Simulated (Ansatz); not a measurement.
# Work function of Ca(100): what the settings cost and change

How far do functional and pseudopotentials move the work function of Ca(100), and at what cost?

Program: Ansatz 0.2.0. Level of theory: plane-wave DFT, PBE, Ansatz PAW, in the first sound run; inputs show where later runs differ. Results are calculated unless marked as measured.

Report form: the programs' logs are mostly left out.

## 1. The starting structure

The cell holds 7 atoms: 7 Ca. Its edges and angles: a = 3.946 Å, b = 3.946 Å, c = 34.740 Å, α = 90.0°, β = 90.0°, γ = 90.0°. Vacuum lies along c.

## 2. Slab, setting PBE, Ansatz PAW (420 eV)

A work function rests on the faint tail of the density, so the SCF threshold is tight. PBE on the default files comes first; the next runs keep the geometry and change functional or files, each at the cutoff that its files recommend; a relaxation and, for heavy metals, spin-orbit coupling close the ladder.

input.yaml

```yaml
crystal:
  lattice:
    - [3.945655839, 0.0, 0.0]
    - [0.0, 3.945655839, 0.0]
    - [0.0, 0.0, 34.74]
  atoms:
    - { symbol: Ca, position: [0.0, 0.0, 0.2590673575] }
    - { symbol: Ca, position: [0.5, 0.5, 0.3393782383] }
    - { symbol: Ca, position: [0.0, 0.0, 0.4196891192] }
    - { symbol: Ca, position: [0.5, 0.5, 0.5] }
    - { symbol: Ca, position: [0.0, 0.0, 0.5803108808] }
    - { symbol: Ca, position: [0.5, 0.5, 0.6606217617] }
    - { symbol: Ca, position: [0.0, 0.0, 0.7409326425] }
kpoints:
  mp_grid: { grid: [10, 10, 1] }
hamiltonian:
  xc: pbe
scf:
  occupations: { method: fermi_dirac, width: 0.1 }
  convergence: { dr2_threshold: 1.0e-09 }
efield:
  axis: 3
  dipole_correction: true
  ramp_position: 0.97
  ramp_width: 0.06
output:
  write_potential: true
  write_density: true
  volumetric_format: npy
  elf: true
```

Run with:

```bash
$ ansatz run input.yaml --threads 2 --pin off --max-ram 3072MiB --backend cpu --events-out ev --progress --plain --runs-dir out
```

It took 99 s on 2 threads of Arm Neoverse N1, shared host; peak memory 0.94 GiB; 2.9 min of CPU time.

This step gave:

| Item | Value |
| --- | --- |
| energy at zero smearing | -12717.1149 eV |
| work function, upper face | 2.779 eV |

Running mean over 2.79 Å of the planar mean; the ramp of the sawtooth is left out. The electron's electrostatic potential energy less the Fermi level by z:

z (Å), electron's electrostatic potential energy less the Fermi level (eV) and a bar from the least value:
```
        4       2.77 ##############################
        5       2.74 ##############################
        6       2.54 #############################
        7       1.45 #######################
        8      -1.84 ######
        9      -3.00 
       10      -2.88 #
       11      -2.77 #
       12      -2.78 #
       13      -2.80 #
       14      -2.81 #
       15      -2.81 #
       16      -2.81 #
       17      -2.81 #
       18      -2.81 #
       19      -2.81 #
       20      -2.81 #
       21      -2.81 #
       22      -2.80 #
       23      -2.77 #
       24      -2.79 #
       25      -2.93 
       26      -2.93 
       27      -0.98 ##########
       28       1.93 ##########################
       29       2.63 #############################
       30       2.76 ##############################
       31       2.78 ##############################
```

ELF in the ca plane at fractional y = 0.000, with atoms of Ca within 0.2 Å of it. It is the smooth field of the valence electrons, not physical close to the nuclei.

Values, 6 rows by 16 columns, each cell a mean:
```
0.76 0.21 0.63 0.59 0.24 0.82 0.49 0.39 0.65 0.40 0.49 0.82 0.21 0.14 0.06 0.01
0.22 0.31 0.57 0.56 0.22 0.26 0.15 0.48 0.56 0.50 0.16 0.27 0.12 0.22 0.06 0.01
0.29 0.51 0.44 0.47 0.48 0.26 0.38 0.51 0.40 0.52 0.44 0.33 0.46 0.30 0.06 0.01
0.19 0.47 0.47 0.49 0.41 0.16 0.28 0.51 0.44 0.52 0.33 0.20 0.35 0.28 0.06 0.01
0.40 0.25 0.60 0.58 0.18 0.48 0.22 0.45 0.60 0.47 0.23 0.48 0.10 0.20 0.06 0.01
0.80 0.22 0.64 0.59 0.27 0.83 0.55 0.37 0.65 0.39 0.56 0.83 0.26 0.13 0.06 0.01
```
Columns run along c (16.0 Å, from fractional 0.42 to 0.88 of the cell), rows up along a (3.9 Å). Atoms in or near the plane, at fractional coordinates: Ca at (0.58, 0.00), Ca at (0.74, 0.00).

Electrostatic potential energy in the ca plane at fractional y = 0.000, with atoms of Ca within 0.2 Å of it. With pseudopotentials it is smooth inside the atoms' cores, unlike the true potential.

Ten even steps from '0' (-57 eV) to '9' (5 eV), each cell a mean:
```
01689999999985100479999999987200268999999999
45799999999987544789999999998644688999999999
88899999999998888899999999999888889999999999
99999999999999999999999999999999999999999999
99999999999999999999999999999999999999999999
99999999999999999999999999999999999999999999
89999999999999988999999999999988899999999999
67899999999998767899999999998766789999999999
13689999999986312589999999997411478999999999
00589999999985000379999999986200168999999999
```
Columns run along c (16.0 Å, from fractional 0.42 to 0.88 of the cell; values clipped at the 3rd and 97th percentile), rows up along a (3.9 Å). Atoms in or near the plane, at fractional coordinates: Ca at (0.58, 0.00), Ca at (0.74, 0.00).

Valence density in the ca plane at fractional y = 0.000, with atoms of Ca within 0.2 Å of it. It is the smooth field of the valence electrons, not physical close to the nuclei.

Values in e/Å³, 6 rows by 16 columns, each cell a mean:
```
2.7 0.1 0.0 0.0 0.2 3.4 1.0 0.1 0.0 0.1 1.1 3.3 0.2 0.0 0.0 0.0
0.2 0.1 0.1 0.1 0.1 0.3 0.1 0.1 0.1 0.1 0.1 0.3 0.0 0.0 0.0 0.0
0.1 0.1 0.1 0.1 0.1 0.1 0.1 0.1 0.1 0.1 0.1 0.1 0.0 0.0 0.0 0.0
0.1 0.1 0.1 0.1 0.1 0.1 0.1 0.1 0.1 0.1 0.1 0.1 0.0 0.0 0.0 0.0
0.6 0.1 0.1 0.1 0.1 0.8 0.3 0.1 0.0 0.1 0.3 0.8 0.1 0.0 0.0 0.0
3.6 0.1 0.0 0.0 0.3 4.5 1.4 0.1 0.0 0.1 1.5 4.5 0.2 0.0 0.0 0.0
```
Columns run along c (16.0 Å, from fractional 0.42 to 0.88 of the cell), rows up along a (3.9 Å). Atoms in or near the plane, at fractional coordinates: Ca at (0.58, 0.00), Ca at (0.74, 0.00).

The work function is 2.779 eV.

## 3. Slab

This step: plane-wave DFT, LDA, Ansatz PAW (Ansatz 0.2.0).

input.yaml: that of step 2 with these lines changed.

```diff
@@ -16,3 +16,3 @@
 hamiltonian:
-  xc: pbe
+  xc: lda
 scf:
@@ -29,2 +29 @@
   volumetric_format: npy
-  elf: true
```

Wall time 95 s (2 threads); peak memory 0.92 GiB.

The work function is 2.900 eV, +0.121 eV from the run “PBE, Ansatz PAW (420 eV)”, at 0.96 times its CPU time.

## 4. Run

This step: plane-wave DFT, PBEsol, Ansatz PAW (Ansatz 0.2.0).

input.yaml: that of step 3 with these lines changed.

```diff
@@ -16,3 +16,3 @@
 hamiltonian:
-  xc: lda
+  xc: pbesol
 scf:
```

It took 98 s on 2 threads; peak memory 0.94 GiB.

The work function is 2.816 eV, +0.037 eV from the run “PBE, Ansatz PAW (420 eV)”, at 0.98 times its CPU time.

## 5. Run

This step: plane-wave DFT, RPBE, Ansatz PAW (Ansatz 0.2.0).

input.yaml: that of step 4 with these lines changed.

```diff
@@ -16,3 +16,3 @@
 hamiltonian:
-  xc: pbesol
+  xc: rpbe
 scf:
```

Elapsed: 94 s, on 2 threads; peak memory 0.94 GiB.

The work function is 2.704 eV, -0.075 eV from the run “PBE, Ansatz PAW (420 eV)”, at 0.96 times its CPU time.

## 6. Run

This step: plane-wave DFT, r2SCAN, Ansatz PAW (Ansatz 0.2.0).

input.yaml: that of step 5 with these lines changed.

```diff
@@ -16,3 +16,3 @@
 hamiltonian:
-  xc: rpbe
+  xc: r2scan
 scf:
```

Run time: 3.1 min. Hardware: 2 threads; peak memory 1.8 GiB; 5.6 min of CPU time.

The work function is 2.797 eV, +0.018 eV from the run “PBE, Ansatz PAW (420 eV)”, at 1.9 times its CPU time.

## 7. Slab

This step: plane-wave DFT, PBE, JTH PAW (Ansatz 0.2.0).

input.yaml: that of step 6 with these lines changed.

```diff
@@ -16,3 +16,4 @@
 hamiltonian:
-  xc: r2scan
+  xc: pbe
+  pseudopotentials: { kind: paw, source: jth }
 scf:
```

Wall time 5 min (2 threads); peak memory 2.4 GiB.

The work function is 2.780 eV, +0.001 eV from the run “PBE, Ansatz PAW (420 eV)”, at 3.1 times its CPU time.

## 8. Slab

This step: plane-wave DFT, PBE, norm-conserving (Ansatz 0.2.0).

input.yaml: that of step 7 with these lines changed.

```diff
@@ -17,3 +17,3 @@
   xc: pbe
-  pseudopotentials: { kind: paw, source: jth }
+  pseudopotentials: { kind: nc }
 scf:
```

Wall time 6.2 min (2 threads); peak memory 2.3 GiB.

The work function is 2.779 eV, -0.000 eV from the run “PBE, Ansatz PAW (420 eV)”, at 3.9 times its CPU time.

## 9. Run

This step: plane-wave DFT, LDA, norm-conserving (Ansatz 0.2.0).

input.yaml: that of step 8 with these lines changed.

```diff
@@ -16,3 +16,3 @@
 hamiltonian:
-  xc: pbe
+  xc: lda
   pseudopotentials: { kind: nc }
```

The job ended after 7.2 min (2 threads; peak memory 2.4 GiB).

The work function is 2.899 eV, +0.120 eV from the run “PBE, Ansatz PAW (420 eV)”, at 4.8 times its CPU time.

## 10. Run, setting PBE, all layers relaxed

This step: plane-wave DFT, PBE, Ansatz PAW (Ansatz 0.2.0).

input.yaml: that of step 9 with these lines changed.

```diff
@@ -16,4 +16,3 @@
 hamiltonian:
-  xc: lda
-  pseudopotentials: { kind: nc }
+  xc: pbe
 scf:
@@ -26,2 +25,5 @@
   ramp_width: 0.06
+relax:
+  f_tol: 0.01
+  max_steps: 40
 output:
```

Run time: 2.8 min. Hardware: 2 threads; peak memory 0.84 GiB.

The relaxation took 3 steps and lowered the energy by 0.023 eV; the largest force on the free atoms ends at 0.0069 eV/Å.

The work function is 2.761 eV, -0.018 eV from the run “PBE, Ansatz PAW (420 eV)”, at 1.9 times its CPU time.

## 11. Side by side

Times are for 2 threads of Arm Neoverse N1, shared host. Results by setting:

```tsv
no.	setting	work function, upper face (eV)	time	memory (GiB)
1	PBE, Ansatz PAW (420 eV)	2.779	99 s	0.94
2	LDA, Ansatz PAW (420 eV)	2.900	95 s	0.92
3	PBEsol, Ansatz PAW (420 eV)	2.816	98 s	0.94
4	RPBE, Ansatz PAW (420 eV)	2.704	94 s	0.94
5	r2SCAN, Ansatz PAW (500 eV)	2.797	3.1 min	1.8
6	PBE, JTH PAW (870 eV)	2.780	5 min	2.4
7	PBE, norm-conserving (925 eV)	2.779	6.2 min	2.3
8	LDA, norm-conserving (980 eV)	2.899	7.2 min	2.4
9	PBE, all layers relaxed	2.761	2.8 min	0.84
```

## 12. Varying the input

An input spoilt on purpose, to show how the run answers: it repeats the earlier run “PBE, Ansatz PAW (420 eV)” with efield.axis from 3 to 0, and scf.max_iter set to 50; its output block differs too.

input.yaml: that of step 10 with these lines changed.

```diff
@@ -20,4 +20,5 @@
   convergence: { dr2_threshold: 1.0e-09 }
+  max_iter: 50
 efield:
-  axis: 3
+  axis: 0
   dipole_correction: true
@@ -25,5 +26,2 @@
   ramp_width: 0.06
-relax:
-  f_tol: 0.01
-  max_steps: 40
 output:
```

The job ended after 0.02 s (2 threads; peak memory 0.1 GiB).

The input was rejected at the start.

The program's message: “Error: invalid value for `efield.axis`: must be in [1, 3]; got 0”

The fault put into the input: an axis of 0, outside the range 1 to 3.

## 13. Results

```yaml
work_function_pbe_ansatz_paw_420_ev: 2.779 eV
work_function_lda_ansatz_paw_420_ev: 2.900 eV
work_function_rpbe_ansatz_paw_420_ev: 2.704 eV
work_function_r2scan_ansatz_paw_500_ev: 2.797 eV
work_function_pbe_all_layers_relaxed: 2.761 eV
```

**Reading.** PBE on the default files gives 2.78 eV, and the settings tried spread the value from 2.70 to 2.90 eV. At one geometry LDA lies 0.12 eV above PBE. The choice of pseudopotentials moves the PBE value by 0.001 eV. Relaxing the layers changes it by -0.018 eV. The ladder's slabs use the tabulated experimental lattice constant (two decimals; a low-temperature value for the alkali metals).

[Logs are printed without paths, hosts, clocks, repeated set-up lines and the standing remarks that a program may print on its own settings, such as how far it seeks lower states.]

[Hosts, paths, dates, database ids (printed as entryN), source tags and the programs' standing remarks are cut or masked in the printed files.]

[Maps of the electrostatic potential energy from Ansatz leave out the sawtooth potential of an applied field or a dipole correction, so their vacuum need not be flat; planar profiles and work functions include it.]
